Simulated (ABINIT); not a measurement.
# Quasiparticle gap of TePb (Fm-3m) in ABINIT

How does a plane-wave GW calculation on TePb (Fm-3m) run from the first input to the gap?

Method: LDA and many-body steps on it, plane waves, in ABINIT 10.8.3.

Most raw output is cut from this account.

### 1. Starting point

It takes space group Fm-3m (No. 225, cubic). The conventional cell has a = 6.462 Å, b = 6.462 Å, c = 6.462 Å, α = 90.00°, β = 90.00°, γ = 90.00°. Nearest to Te lie 6 Pb at 3.23 Å. Nearest to Pb lie 6 Te at 3.23 Å. Farther neighbours and most contacts between anions are not listed.

As a file:

```cif
data_structure
_symmetry_space_group_name_H-M 'Fm-3m'
_symmetry_Int_Tables_number 225
_cell_length_a 6.4620
_cell_length_b 6.4620
_cell_length_c 6.4620
_cell_angle_alpha 90.000
_cell_angle_beta 90.000
_cell_angle_gamma 90.000
_cell_volume 269.84
loop_
_atom_site_label
_atom_site_type_symbol
_atom_site_symmetry_multiplicity
_atom_site_Wyckoff_symbol
_atom_site_fract_x
_atom_site_fract_y
_atom_site_fract_z
_atom_site_occupancy
Te1 Te 4 b 0.50000 0.00000 0.00000 1
Pb1 Pb 4 a 0.00000 0.00000 0.00000 1
```

The cell and positions come from the Crystallography Open Database and are kept as given unless a step says otherwise. Spin-orbit coupling is left out unless a step names it.

### 2. Ground state

This step: ABINIT 10.8.3; DFT, LDA, plane waves, norm-conserving pseudopotentials.

The ground-state density comes first.

The input, run.abi:

```
acell 3*1.0 Angstrom
rprim 
  0.000000000000 3.231000000000 3.231000000000
  3.231000000000 -0.000000000000 3.231000000000
  3.231000000000 3.231000000000 -0.000000000000
ntypat 2
znucl 52 82
natom 2
typat 1 2
xred 
  0.500000000000 0.500000000000 0.500000000000
  0.000000000000 0.000000000000 0.000000000000
pp_dirpath "pseudos"
pseudos "Te.upf, Pb.upf"
ecut 34
ngkpt 6 6 6
nshiftk 1
shiftk 0 0 0
kptopt 1
chksymbreak 0
nband 20
occopt 1
tolvrs 1e-10
nstep 60
prtwf 0
optforces 0
optstress 0
indata_prefix "in"
outdata_prefix "out"
tmpdata_prefix "tmp"
```

Command:

```
$ OMP_NUM_THREADS=1 mpirun -n 4 abinit run.abi > log
```

Wall time 30 s (4 MPI ranks of Intel Xeon at 2.80GHz (Skylake/Cascade Lake), shared host); peak memory 0.37 GiB.

This step gave:

```
total energy               : -4759.7978 eV
gap                        : 0.6555 eV
k of the valence top       : 0.5, 0, 0
k of the conduction bottom : 0.5, 0, 0
least direct gap           : 0.6555 eV
```

The gap is direct, at (0.500, 0.000, 0.000).

### 3. Bands along the symmetry lines

Levels along a band path, at the cheap level, show where the edges lie and whether the meshes to come will hold them.

The input, run.abi:

```
acell 3*1.0 Angstrom
rprim 
  0.000000000000 3.231000000000 3.231000000000
  3.231000000000 -0.000000000000 3.231000000000
  3.231000000000 3.231000000000 -0.000000000000
ntypat 2
znucl 52 82
natom 2
typat 1 2
xred 
  0.500000000000 0.500000000000 0.500000000000
  0.000000000000 0.000000000000 0.000000000000
pp_dirpath "pseudos"
pseudos "Te.upf, Pb.upf"
ecut 34
iscf -2
irdden 1
kptopt 0
nkpt 50
kpt 
  0.00000000 0.00000000 0.00000000
  0.06250000 0.00000000 0.06250000
  0.12500000 0.00000000 0.12500000
  0.18750000 0.00000000 0.18750000
  0.25000000 0.00000000 0.25000000
  0.31250000 0.00000000 0.31250000
  0.37500000 0.00000000 0.37500000
  0.43750000 0.00000000 0.43750000
  0.50000000 0.00000000 0.50000000
  0.51562500 0.03125000 0.51562500
  0.53125000 0.06250000 0.53125000
  0.54687500 0.09375000 0.54687500
  0.56250000 0.12500000 0.56250000
  0.57812500 0.15625000 0.57812500
  0.59375000 0.18750000 0.59375000
  0.60937500 0.21875000 0.60937500
  0.62500000 0.25000000 0.62500000
  0.37500000 0.37500000 0.75000000
  0.32812500 0.32812500 0.65625000
  0.28125000 0.28125000 0.56250000
  0.23437500 0.23437500 0.46875000
  0.18750000 0.18750000 0.37500000
  0.14062500 0.14062500 0.28125000
  0.09375000 0.09375000 0.18750000
  0.04687500 0.04687500 0.09375000
  0.00000000 0.00000000 0.00000000
  0.06250000 0.06250000 0.06250000
  0.12500000 0.12500000 0.12500000
  0.18750000 0.18750000 0.18750000
  0.25000000 0.25000000 0.25000000
  0.31250000 0.31250000 0.31250000
  0.37500000 0.37500000 0.37500000
  0.43750000 0.43750000 0.43750000
  0.50000000 0.50000000 0.50000000
  0.50000000 0.46875000 0.53125000
  0.50000000 0.43750000 0.56250000
  0.50000000 0.40625000 0.59375000
  0.50000000 0.37500000 0.62500000
  0.50000000 0.34375000 0.65625000
  0.50000000 0.31250000 0.68750000
  0.50000000 0.28125000 0.71875000
  0.50000000 0.25000000 0.75000000
  0.50000000 0.21875000 0.71875000
  0.50000000 0.18750000 0.68750000
  0.50000000 0.15625000 0.65625000
  0.50000000 0.12500000 0.62500000
  0.50000000 0.09375000 0.59375000
  0.50000000 0.06250000 0.56250000
  0.50000000 0.03125000 0.53125000
  0.50000000 0.00000000 0.50000000
istwfk *1
nband 22
nbdbuf 2
tolwfr 1e-08
nstep 40
prtwf 0
prtvol 0
indata_prefix "in"
outdata_prefix "out"
tmpdata_prefix "tmp"
```

Wall time 53 s (4 MPI ranks); peak memory 0.36 GiB.

Numbers from this step:

| Item | Value |
| --- | --- |
| gap | 0.6555 eV |
| k of the valence top | 0.5, 0.5, 0.5 |
| k of the conduction bottom | 0.5, 0.5, 0.5 |
| least direct gap | 0.6555 eV |

The gap is 0.656 eV, as in the run before at this level.

Electronic bands along the path, in eV, zero at the top of the highest filled band:

```
    point  band 12  band 13  band 14  band 15  band 16  band 17  band 18  band 19
        Γ    -5.74    -1.31    -1.31    -1.31     4.03     4.03     4.03     5.87
  halfway    -6.95    -2.12    -2.12    -1.39     2.54     4.09     4.46     4.46
        X    -7.39    -4.48    -2.77    -2.77     3.32     5.42     5.42     6.61
  halfway    -7.61    -4.38    -2.64    -2.57     3.62     4.87     5.00     6.41
        U    -8.04    -4.10    -2.27    -2.07     3.54     3.75     5.14     5.89
jump to K    -8.04    -4.10    -2.27    -2.07     3.54     3.75     5.14     5.89
  halfway    -7.40    -2.43    -0.70    -0.12     1.26     1.60     4.22     6.14
        Γ    -5.74    -1.31    -1.31    -1.31     4.03     4.03     4.03     5.87
  halfway    -7.10    -1.14    -1.14    -0.66     2.07     2.42     2.42     5.99
        L    -8.65    -0.84    -0.84     0.00     0.66     1.24     1.24     8.37
  halfway    -8.40    -2.75    -2.55    -0.43     1.28     3.53     3.99     6.89
        W    -8.07    -3.76    -3.76    -0.32     1.61     5.22     5.22     6.83
  halfway    -7.75    -4.29    -3.11    -1.83     3.63     3.94     5.73     6.22
        X    -7.39    -4.48    -2.77    -2.77     3.32     5.42     5.42     6.61
```

### 4. Empty states on the mesh, 4×4×4 mesh, 63 bands

The sums over transitions need many empty states on a uniform mesh; this step solves for them.

The input, run.abi:

```
acell 3*1.0 Angstrom
rprim 
  0.000000000000 3.231000000000 3.231000000000
  3.231000000000 -0.000000000000 3.231000000000
  3.231000000000 3.231000000000 -0.000000000000
ntypat 2
znucl 52 82
natom 2
typat 1 2
xred 
  0.500000000000 0.500000000000 0.500000000000
  0.000000000000 0.000000000000 0.000000000000
pp_dirpath "pseudos"
pseudos "Te.upf, Pb.upf"
ecut 34
ngkpt 4 4 4
nshiftk 1
shiftk 0 0 0
kptopt 1
chksymbreak 0
iscf -2
irdden 1
istwfk *1
nband 63
nbdbuf 4
tolwfr 1e-09
nstep 60
prtvol 0
indata_prefix "in"
outdata_prefix "out"
tmpdata_prefix "tmp"
```

The job ended after 74 s (4 MPI ranks; peak memory 0.33 GiB; 2.5 min of CPU time).

Numbers from this step:

* gap: 0.6555 eV
* k of the valence top: 0.5, 0, 0
* k of the conduction bottom: 0.5, 0, 0
* least direct gap: 0.6555 eV
* k points computed: 8
* lowest point of the top converged band, above the valence top: 34.72 eV

On this mesh the gap is 0.656 eV.

### 5. Screening, 4×4×4 mesh, 59 bands, screening to 106.1 eV

The RPA dielectric matrix is built and inverted for each q.

This step: RPA screening on LDA, plane waves, norm-conserving pseudopotentials.

Changes to run.abi since step 4:

```diff
@@ -20,10 +20,11 @@
 chksymbreak 0
-iscf -2
-irdden 1
 istwfk *1
-nband 63
-nbdbuf 4
-tolwfr 1e-09
-nstep 60
-prtvol 0
+occopt 1
+irdwfk 1
+optdriver 3
+nband 59
+ecuteps 3.9
+inclvkb 2
+awtr 1
+symchi 1
 indata_prefix "in"
```

It took 5.9 min on 4 MPI ranks; peak memory 0.79 GiB.

This step gave:

```yaml
eps_infinity_with_local_fields_on_this_mesh_along_the_program_s_q_direction: 43.68
the_same_without_local_fields: 47.14
plasma_frequency: 24.76 eV
plane_waves_in_the_screening_matrix: 169
```

Local fields lower ε∞ by 7 %.

### 6. Self-energy, 4×4×4 mesh, 59 bands, screening to 106.1 eV

The self-energy is evaluated for the states that the input lists, and the levels follow from it, in one-shot runs by the linearised quasiparticle equation.

This step: G0W0 on LDA, plane waves, norm-conserving pseudopotentials.

Changes to run.abi since step 5:

```diff
@@ -23,8 +23,17 @@
 irdwfk 1
-optdriver 3
+optdriver 4
 nband 59
+gwcalctyp 0
+ecutsigx 34
+symsigma 1
+nkptgw 2
+kptgw 
+  0.5000000000 0.0000000000 0.0000000000
+  0.0000000000 0.0000000000 0.0000000000
+bdgw 
+  13 18
+  13 18
 ecuteps 3.9
-inclvkb 2
-awtr 1
-symchi 1
+irdscr 1
+ppmodel 1
 indata_prefix "in"
```

Run time: 27 s. Hardware: 4 MPI ranks; peak memory 0.93 GiB; 50 s of CPU time.

This step gave:

```
G0W0 gap on the points computed              : 0.9980 eV
starting gap on the mesh                     : 0.6555 eV
k of the valence top                         : 0.5, 0, 0
k of the conduction bottom                   : 0.5, 0, 0
Z at the valence top                         : 0.792
Z at the conduction bottom                   : 0.801
least direct G0W0 gap on the computed points : 0.9980 eV
```

The gap on the mesh goes from 0.66 eV to 1.00 eV, a correction of +0.34 eV.

Limits: finite bands, cutoff and mesh; model gap, bands may invert with spin-orbit coupling; exchange with frozen shells missing; no spin-orbit coupling; coarse k mesh. v1 is the top filled band, c1 the lowest empty one. The levels before and after the correction (eV, zero at the valence-band top of each column):

```
           conduction bottom  valence top
Kohn-Sham               0.66         0.00
     G0W0               1.00         0.00
```

```
                     level  energy (eV)
Kohn-Sham  (0.5 0 0) v3-v2       -0.835
Kohn-Sham     (0.5 0 0) v1        0.000
Kohn-Sham     (0.5 0 0) c1        0.656
Kohn-Sham  (0.5 0 0) c2-c3        1.236
     G0W0  (0.5 0 0) v3-v2       -0.933
     G0W0     (0.5 0 0) v1        0.000
     G0W0     (0.5 0 0) c1        0.998
     G0W0  (0.5 0 0) c2-c3        1.553
```

### 7. Where the time went

Times are wall times on 4 MPI ranks of Intel Xeon at 2.80GHz (Skylake/Cascade Lake), shared host, good to a factor of about two.

```
                          step     time  share  memory (GiB)
                  ground state     30 s    6 %          0.37
bands along the symmetry lines     53 s   10 %          0.36
      empty states on the mesh     74 s   14 %          0.33
                     screening  5.9 min   66 %          0.79
                   self-energy     27 s    5 %          0.93
```

### 8. Summary of results

```yaml
lda_gap: 0.66 eV, direct
g0w0_gap_on_the_mesh: 1.00 eV
gw_settings: 4×4×4 mesh, 59 bands, screening to 106.1 eV, Godby-Needs plasmon pole
known_limits: not at the basis limit; model gap, bands may invert with spin-orbit coupling; exchange with frozen shells missing; mesh may overstate the screening; no spin-orbit coupling; coarse k mesh
```

What this shows: G0W0 moves the gap on the mesh from 0.66 eV to 1.00 eV (+0.34 eV), with Z of 0.79 and 0.80 at the edges. Local fields lower the RPA ε∞ on this mesh from 47.14 to 43.68. Only 2 of the mesh's irreducible points were corrected, so a valley elsewhere could overtake. The dearest step here is «screening». Bands and cutoff are finite, so the gap is not at the basis limit. The miss can reach some tenths of an eV and take either sign; the mesh is an error of its own. In the G0W0 run levels were corrected at 2 k points alone, so a gap called «on the mesh» is the least over those, and an edge elsewhere would be missed. The 4×4×4 mesh is coarse for this cell, which bears on the long-range parts of exchange and screening. Where an edge is built on 6p states of lead, bismuth or thallium, scalar-relativistic gaps usually stand too wide, by a few tenths to over one eV. With atoms this heavy and so narrow a gap, spin-orbit coupling can invert the bands. These scalar-relativistic gaps are then model values, not to be set against experiment, and a spin-orbit change taken from DFT can't simply be added. The norm-conserving file of at least one element keeps a d shell over frozen s and p shells of the same row. Exchange with those shells is missing from the self-energy, an error of 0.3 to 0.9 eV in cases checked, whose sign depends on which edge lies on those atoms. The RPA ε∞ on this mesh reaches over 25; with a narrow direct gap a coarse mesh can overstate it, and the correction is then too small.

[Paths, hosts, dates, memory and timing lines, banners, echoed tables and standing remarks are left out of the program output.]

[Logs are printed without paths, hosts, clocks, repeated set-up lines and the standing remarks that a program may print on its own settings, such as how far it seeks lower states.]

[Runs of the session that timed out or met a known fault of the program may be left out.]

[No measured gap is set beside runs whose start may be inverted or whose files or cutoffs have a known fault.]

[Hosts, paths, dates, database ids (printed as entryN), source tags and the programs' standing remarks are cut or masked in the printed files.]

[G0W0 gaps are taken among the corrected bands and points alone; a level outside them can change the order at an edge.]

[Where Ansatz stands beside ABINIT at settings called matched, ABINIT's density can come from a denser mesh and the files from another edition; pairs whose starting gaps differed by over 0.03 eV were left out, so agreement reads better than it is.]
